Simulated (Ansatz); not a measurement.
# Gap against volume in rock-salt LiH, size series (64 atoms)

The cell holds 64 atoms: 32 Li and 32 H. Cell: a = 8.184 Å, b = 8.184 Å, c = 8.184 Å, α = 90.0°, β = 90.0°, γ = 90.0°. It derives from LiH (rock-salt), repeated 2×2×2. The starting structure: Rock-salt LiH (a = 4.083 Å), 2 x 2 x 2 conventional cells; ideal positions.

Calculated with Ansatz 0.2.0: Kohn-Sham DFT, PBE, PAW (set soft_2), plane waves; cutoff 420 eV, Γ point, fixed occupations. The relaxed cell was scaled evenly and the atoms were relaxed at each volume. The gap is that between the highest filled and the lowest empty Kohn-Sham level on the run's k-points.

| volume (Å³/atom) | gap (eV) |
| --- | --- |
| 7.7096 | 2.878 |
| 8.0523 | ? |
| 8.3092 | 2.940 |
| 8.5662 | 2.962 |
| 8.8232 | 2.982 |
| 9.0802 | 3.000 |

**Question.** Fit a straight line in ln V to the rows given and interpolate to the withheld row.

**Working.**

A volume deformation potential makes the spacing linear in u = ln(V/V0), with V0 = 8.5662 Å³ the relaxed volume; v is the spacing.

| u = ln(V/V0) | v (eV) |
| --- | --- |
| -0.105360 | 2.8779 |
| -0.0304603 | 2.9399 |
| 0 | 2.962 |
| 0.0295590 | 2.9818 |
| 0.0582688 | 2.9996 |

With n = 5: mean u = -0.00959856, mean v = 2.95224, Σ(u − ū)² = 0.015837, Σ(u − ū)(v − v̄) = 0.011842. Slope b = 0.011842 / 0.015837 = 0.74773; intercept a = v̄ − b ū = 2.9594.

At the withheld volume u = -0.06188, and v = a + b u.

Prediction at 8.0523: 2.913 eV. The run gave 2.915 eV, so the fit is low by 0.0017 eV (0.060 % of the value).

The slope, +0.75 eV, says that the spacing widens on expansion. Among the rows given, the largest miss of the fit is at 9.0802, by 0.0034 eV (2.8 % of the range of the table).

Limits: The table spans 16 % in volume, wide for a linear law. Semilocal functionals tend to put gaps under measured ones. Only the Γ point is sampled. The mesh needn't hold the band edges.

[Hosts, paths, dates, database ids (printed as entryN), source tags and the programs' standing remarks are cut or masked in the printed files.]
